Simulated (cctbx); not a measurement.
# Tl2VFe3S8 across an absorption edge

Space group P4_332 (no. 212), a = 10.9890 Å, b = 10.9890 Å, c = 10.9890 Å, α = 90.00°, β = 90.00°, γ = 90.00°.

| atom | mult. | x | y | z | Ueq (Å²) |
| --- | --- | --- | --- | --- | --- |
| Tl1 | 8 | 0.4979 | 0.0021 | 0.9979 | 0.0122 |
| Fe1 | 12 | 0.3752 | 0.1252 | 3/8 | 0.0263 |
| V1 | 4 | 3/8 | 7/8 | 5/8 | 0.0230 |
| S1 | 24 | 0.3826 | 0.1019 | 0.6190 | 0.0293 |
| S2 | 8 | 0.3870 | 0.6130 | 0.1130 | 0.0244 |

This is a model crystal, built by substitution and not relaxed, with assumed displacement parameters.

Calculated with cctbx: free-atom f′ and f″ from the Sasaki tables, no fine structure; amplitudes in electrons.

| E (eV) | F 0 0 4 | F 0 4 1 | F 2 2 2 | F 0 1 2 |
| --- | --- | --- | --- | --- |
| 6512 | 106.8 | 20.5 | 80.6 | 7.5 |
| 6862 | 98.1 | 20.5 | 88.4 | 5.7 |
| 6992 | 90.5 | 20.5 | 96.3 | 5.4 |
| 7052 | 83.0 | 20.5 | 104.7 | 6.1 |
| 7082 | 76.5 | 20.5 | 112.3 | 7.2 |
| 7097 | 69.7 | 20.5 | 120.6 | 8.7 |
| 7104 | 63.9 | 20.6 | 128.1 | 10.2 |
| 7108 | 58.1 | 20.6 | 136.1 | 12.0 |
| 7116 | 38.2 | 20.6 | 143.0 | 12.3 |
| 7120 | 47.7 | 20.5 | 133.7 | 10.1 |
| 7127 | 56.0 | 20.5 | 125.5 | 8.3 |
| 7142 | 65.0 | 20.5 | 116.7 | 6.6 |
| 7172 | 73.8 | 20.5 | 108.0 | 5.1 |
| 7262 | 86.4 | 20.4 | 95.7 | 4.2 |
| 7512 | 99.7 | 20.4 | 82.4 | 4.9 |

**Question.** Which edge is crossed, and why do the reflections move as they do?

The K edge of Fe. The edge is at 7112 eV. f′ of Fe falls from -3.8 e at 6992 eV to -7.3 e at 4 eV below it, and f″ steps from 0.47 to 3.94 e across it. Over that approach |F| changes by -36 % (0 0 4), +0 % (0 4 1), +41 % (2 2 2) and +122 % (0 1 2): a reflection falls where Fe scatters in phase with the total and rises where it scatters against it; it hardly moves where the Fe term is small or cancels by symmetry or lies in quadrature to the total. The f″ term interferes with the normal scattering with opposite sign for the two Friedel mates. These reflections are centric, so their Friedel mates stay equal.
